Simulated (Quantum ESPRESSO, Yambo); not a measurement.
# CdF2 (Fm-3m): G0W0 with Yambo, start to end, part 3 of 3

How does a plane-wave GW calculation on CdF2 (Fm-3m) run from the first input to the gap?

Quantum ESPRESSO 7.5 and Yambo 5.3.0; PBE and many-body steps on it, plane waves. Known limits of the many-body steps: not at the basis limit; d shell near the gap, gap tends to lie low; no spin-orbit coupling; coarse k mesh.

So far. Step 3 (Bands along the symmetry lines): The gap is 3.124 eV, −0.019 eV from the run before at this level. Step 4 (Empty states on the mesh, 4×4×4 mesh, 141 bands): On this mesh the gap is 3.124 eV.

## Step 6: Screening and self-energy, 4×4×4 mesh, 141 bands, screening to 204.1 eV

Now the one-shot GW correction: screening in the RPA, then the self-energy of the levels asked for.

This step: G0W0 on PBE, plane waves, norm-conserving pseudopotentials.

gw1.in reads:

```
HF_and_locXC
gw0
dyson
ppa
em1d
rim_cut
RandQpts= 1000000
RandGvec= 1 RL
EXXRLvcs= 94 Ry
VXCRLvcs= 376 Ry
Chimod= "HARTREE"
% BndsRnXp
 1 | 141 |
%
NGsBlkXp= 15 Ry
% LongDrXp
 1 | 1 | 1 |
%
% GbndRnge
 1 | 141 |
%
DysSolver= "n"
ExtendOut
PPAPntXp= 27.21138 eV
% QPkrange
 8 | 8 | 16 | 19 |
 1 | 1 | 16 | 19 |
%
```

The run is started by

```bash
$ OMP_NUM_THREADS=1 mpirun -n 4 yambo -F gw1.in -J gw1 -C gw1 > gw1.log
```

Log:

```text
 Yambo, version 5.3.0

 [02] CORE Variables Setup
 =========================

  [... cell, symmetries and grids as in the set-up ...]

  [02.05] Energies & Occupations
  ==============================

  [X] === General ===
  [X] Electronic Temperature                        :  0.000000  0.000000 [eV K]
  [X] Bosonic    Temperature                        :  0.000000  0.000000 [eV K]
  [X] Finite Temperature mode                       : no
  [X] El. density                                   :  0.86947E+24 [cm-3]
  [X] Fermi Level                                   :  6.529887 [eV]

  [X] === Gaps and Widths ===
  [X] Conduction Band Min                           :  3.123994 [eV]
  [X] Valence Band Max                              :  0.000000 [eV]
  [X] Filled Bands                                  :  17
  [X] Empty Bands                                   :   18  141
  [X] Direct Gap                                    :  3.619366 [eV]
  [X] Direct Gap localized at k                     :  1
  [X] Indirect Gap                                  :  3.123994 [eV]
  [X] Indirect Gap between kpts                     :   8   1
  [X] Last valence band width                       :  0.495373 [eV]
  [X] 1st conduction band width                     :  4.976967 [eV]

 [03] Transferred momenta grid and indexing
 ==========================================

 IBZ Q-points                                      :   8
 BZ  Q-points                                      :   64

 K/Q-points units:
 rlu = crystal or reduced units; cc = cartesian coordinates; iku = interal k-units

 Q [1]          [rlu]:  0.000000  0.000000  0.000000
 Q [2]          [rlu]:  0.14198E-16 -0.27435E-16  0.25000
 Q [3]          [rlu]: -0.28396E-16  0.54870E-16 -0.50000
 Q [4]          [rlu]:  0.65886E-17  0.25000      0.25000
 Q [5]          [rlu]: -0.68688E-17  0.25000      0.50000
 Q [6]          [rlu]:  0.27115E-16  0.25000     -0.25000
 Q [7]          [rlu]: -0.13177E-16 -0.50000     -0.50000
 Q [8]          [rlu]:  0.250000 -0.500000 -0.250000

 [04] Coloumb potential Random Integration (RIM)
 ===============================================

  [04.01] RIM initialization
  ==========================

  * Diagonal components only detected *

  8 x (sBL volume)        :  0.117498 [a.u.]
  sBZ random points       :  1000000
  Points outside the sBZ  :   7999624
  RL volume               :  0.939984 [a.u.]
  Integrated volume       :  0.940028 [a.u.]

  [04.02] RIM integrals
  =====================

  Gamma point sphere radius             :  0.088844 [a.u.]
  Points outside the sphere             :   799635
  [Int_sBZ(q=0) 1/q^2]*(Vol_sBZ)^(-1/3) =:  7.763403
                                 should be <:  7.795600

  Summary of Coulomb integrals for non-metallic bands |Q|[au] RIM/Bare

  Q [1] 0.100000E-4 0.995870 * Q [2] 0.267211 1.065611
  Q [4] 0.308548 1.063726 * Q [6] 0.436353 1.025826
  Q [5] 0.511670 1.019349 * Q [3] 0.534422 1.016307
  Q [7] 0.617097 1.012926 * Q [8] 0.689935 1.009939

 [05] Dipoles
 ============

  [05.01] Setup: observables and procedures
  =========================================

 [06] Dynamic Dielectric Matrix (PPA)
 ====================================

 [WR./gw1//ndb.pp]---------------------------------------------------------------
  Brillouin Zone Q/K grids (IBZ/BZ)                :    8   64    8   64
  RL vectors                                       :   4957 [WF]
  Coulomb cutoff potential                         : none
  Electronic Temperature                           :  0.000000 [K]
  Bosonic    Temperature                           :  0.000000 [K]
  PPA    diel. fun.  energies                      : Perdew, Burke & Ernzerhof(X)+Perdew, Burke & Ernzerhof(C)
  wavefunctions                                    : Perdew, Burke & Ernzerhof(X)+Perdew, Burke & Ernzerhof(C)
  Global Gauge                                     : length
  X matrix size                                    :  283
  X band range                                     :    1  141
  X e/h energy range                               : -1.000000 -1.000000 [eV]
  X Time ordering                                  : R
  X Hxc Kernel                                     : HARTREE
  X Drude frequency                                :  0.000000  0.000000
  X poles                                          :  100.0000 [o/o]
  RL vectors in the sum                            :   4957
  [r,Vnl] included                                 : yes
  Field direction                                  :  0.577350E-5  0.577350E-5  0.577350E-5
  BZ energy Double Grid                            : no
  BZ energy DbGd points                            : 0
  BZ Q point size factor                           : -1.000000
  X Optical Averaged directions                    : none

 [07] Local Exchange-Correlation + Non-Local Fock
 ================================================

 [VXC] Plane waves :   32647
 [EXS] Plane waves :   4111

 QP @ state[ 1 ] K range:  1  1
 QP @ state[ 1 ] b range:  16  19
 QP @ state[ 2 ] K range:   8   8
 QP @ state[ 2 ] b range:  16  19

 [xc] Functional : Perdew, Burke & Ernzerhof(X)+Perdew, Burke & Ernzerhof(C)
 [xc] LIBXC used to calculate xc functional
  PP Number of Atomic Species                      :  2
  NLCC RL compoments                               :   32647
  PP Number of Atomic Species                      :  2
  NLCC RL compoments                               :   32647

 [xc] E_xc :  -24.65860 [Ha]
      E_xc :  -49.31721 [Ry]

  Local XC kind (lXC) : Perdew, Burke & Ernzerhof(X)+Perdew, Burke & Ernzerhof(C)
  Non-Local XC kind (nlXC) : Hartree-Fock

  Corrections @ K [1] :  [eV]
 <16|nlXC|16> = -32.28240  0.86364E-17 <16|lXC|16> = -24.99306  0.000000
 <17|nlXC|17> = -32.28239  0.12203E-17 <17|lXC|17> = -24.99306  0.000000
 <18|nlXC|18> = -7.990551 -0.36538E-17 <18|lXC|18> = -12.40280  0.000000
 <19|nlXC|19> = -4.689422  0.35616E-18 <19|lXC|19> = -10.20232  0.000000

  Corrections @ K [8] :  [eV]
 <16|nlXC|16> = -30.52773  0.59190E-17 <16|lXC|16> = -23.13818  0.000000
 <17|nlXC|17> = -31.53442 -0.15207E-17 <17|lXC|17> = -24.39237 -0.23602E-16
 <18|nlXC|18> = -10.76329  0.73469E-18 <18|lXC|18> = -16.75171  0.000000
 <19|nlXC|19> = -6.368119  0.20544E-17 <19|lXC|19> = -10.95815  0.000000

  [07.01] Hartree-Fock occupations report
  =======================================

  [Hartree-Fock] === General ===
  [Hartree-Fock] Electronic Temperature             :  0.000000  0.000000 [eV K]
  [Hartree-Fock] Bosonic    Temperature             :  0.000000  0.000000 [eV K]
  [Hartree-Fock] Finite Temperature mode            : no
  [Hartree-Fock] El. density                        :  0.86947E+24 [cm-3]
  [Hartree-Fock] Fermi Level                        :  6.529887 [eV]

  [Hartree-Fock] === Gaps and Widths ===
  [Hartree-Fock] Conduction Band Min                :  4.990525 [eV]
  [Hartree-Fock] Valence Band Max                   : -0.088828 [eV]
  [Hartree-Fock] Filled Bands                       :  17
  [Hartree-Fock] Empty Bands                        :   18  141
  [Hartree-Fock] Direct Gap                         :  5.439230 [eV]
  [Hartree-Fock] Direct Gap localized at k          :  2
  [Hartree-Fock] Indirect Gap                       :  5.079353 [eV]
  [Hartree-Fock] Indirect Gap between kpts          :   7   2
  [Hartree-Fock] Last valence band width            :  7.695873 [eV]
  [Hartree-Fock] 1st conduction band width          :  9.098857 [eV]

 [08] Dyson equation: Newton solver
 ==================================

  [08.01] G0W0 (W PPA)
  ====================

  [  GW  ] Bands range     :    1  141
  [GW/PPA] G damping       :  0.100000 [eV]

  QP @ state[ 1 ] K range:  1  1
  QP @ state[ 1 ] b range:  16  19
  QP @ state[ 2 ] K range:   8   8
  QP @ state[ 2 ] b range:  16  19

   Sc/G bands                                       :    1  141
   Sc/G damping                                     :  0.100000 ev
   Sc bands terminator                              : no
   Sx RL components                                 :   4111

   QP @ state[ 1 ] K range                          :  1  1
   QP @ state[ 1 ] b range                          :  16  19
   QP @ state[ 2 ] K range                          :   8   8
   QP @ state[ 2 ] b range                          :  16  19
   GF energies kind                                 : Perdew, Burke & Ernzerhof(X)+Perdew, Burke & Ernzerhof(C)
   GF WF`s kind                                     : Perdew, Burke & Ernzerhof(X)+Perdew, Burke & Ernzerhof(C)
   Xs energies kind                                 : Perdew, Burke & Ernzerhof(X)+Perdew, Burke & Ernzerhof(C)
   Xs WF`s kind                                     : Perdew, Burke & Ernzerhof(X)+Perdew, Burke & Ernzerhof(C)

 [11] Game Over & Game summary
```

Wall time 6.3 min (4 MPI ranks of Intel Xeon Platinum 8259CL at 2.50GHz (Skylake/Cascade Lake), shared host); peak memory 1.8 GiB; 25 min of CPU time.

Numbers from this step:

| Property | Result |
| --- | --- |
| G0W0 gap on the points computed | 5.343 eV |
| starting gap on the mesh | 3.124 eV |
| k of the valence top | 0.25, -0.5, -0.25 |
| k of the conduction bottom | 0, 0, 0 |
| least direct G0W0 gap on the computed points | 6.106 eV |
| Z at the valence top | 0.7954 |
| Z at the conduction bottom | 0.8693 |

The gap on the mesh goes from 3.12 eV to 5.34 eV, a correction of +2.22 eV.

Limits: finite bands, cutoff and mesh; d shell near the gap, gap tends to lie low; no spin-orbit coupling; coarse k mesh. v1 is the top filled band, c1 the lowest empty one. Levels before and after the correction, in eV, zero at the valence-band top of each column:

```tsv
	conduction bottom	valence top
Kohn-Sham	3.12	0.00
G0W0	5.34	0.00
```

```tsv
	level	energy (eV)
Kohn-Sham	Γ v2-v1	-0.495
Kohn-Sham	Γ c1	3.124
Kohn-Sham	Γ c2	12.741
Kohn-Sham	(0.25 -0.5 -0.25) v2	-0.599
Kohn-Sham	(0.25 -0.5 -0.25) v1	0.000
Kohn-Sham	(0.25 -0.5 -0.25) c1	8.101
Kohn-Sham	(0.25 -0.5 -0.25) c2	11.529
G0W0	Γ v2-v1	-0.762
G0W0	Γ c1	5.343
G0W0	Γ c2	15.161
G0W0	(0.25 -0.5 -0.25) v2	-0.621
G0W0	(0.25 -0.5 -0.25) v1	0.000
G0W0	(0.25 -0.5 -0.25) c1	11.326
G0W0	(0.25 -0.5 -0.25) c2	13.808
```

## Step 7: Where the time went

Times are wall times on the hardware named with each run, good to a factor of about two.

```tsv
step	time	share	memory (GiB)
ground state	14 s	3 %	0.31
bands along the symmetry lines	10 s	2 %	0.27
empty states on the mesh	16 s	4 %	0.43
conversion and set-up	5 s	1 %	0.25
screening and self-energy	6.3 min	89 %	1.8
```

## Step 8: Summary of results

| Property | Result |
| --- | --- |
| PBE gap | 3.12 eV, indirect |
| G0W0 gap on the mesh | 5.34 eV |
| GW settings | 4×4×4 mesh, 141 bands, screening to 204.1 eV, Godby-Needs plasmon pole |
| known limits | not at the basis limit; d shell near the gap, gap tends to lie low; no spin-orbit coupling; coarse k mesh |

What this shows: G0W0 moves the gap on the mesh from 3.12 eV to 5.34 eV (+2.22 eV), with Z of 0.80 and 0.87 at the edges. Only 2 of the mesh's irreducible points were corrected, so a valley elsewhere could overtake. The dearest step here is «screening and self-energy». Bands and cutoff are finite, so the gap is not at the basis limit. The miss can reach some tenths of an eV and take either sign; the mesh is an error of its own. In the G0W0 run levels were corrected at 2 k points alone, so a gap called «on the mesh» is the least over those, and an edge elsewhere would be missed. The 4×4×4 mesh is coarse for this cell, which bears on the long-range parts of exchange and screening. A d shell, filled or nearly so, lies near the gap. One-shot GW converges very slowly in bands there, not always from below, and on a semilocal start the gap tends to come out low; starts rich in exact exchange can overshoot instead. The many-body steps are scalar-relativistic: spin-orbit coupling is not in them.

[Paths, hosts, dates, memory and timing lines, banners, echoed tables and standing remarks are left out of the program output.]

[Logs are printed without paths, hosts, clocks, repeated set-up lines and the standing remarks that a program may print on its own settings, such as how far it seeks lower states.]

[Runs of the session that timed out or met a known fault of the program may be left out.]

[Hosts, paths, dates, database ids (printed as entryN), source tags and the programs' standing remarks are cut or masked in the printed files.]
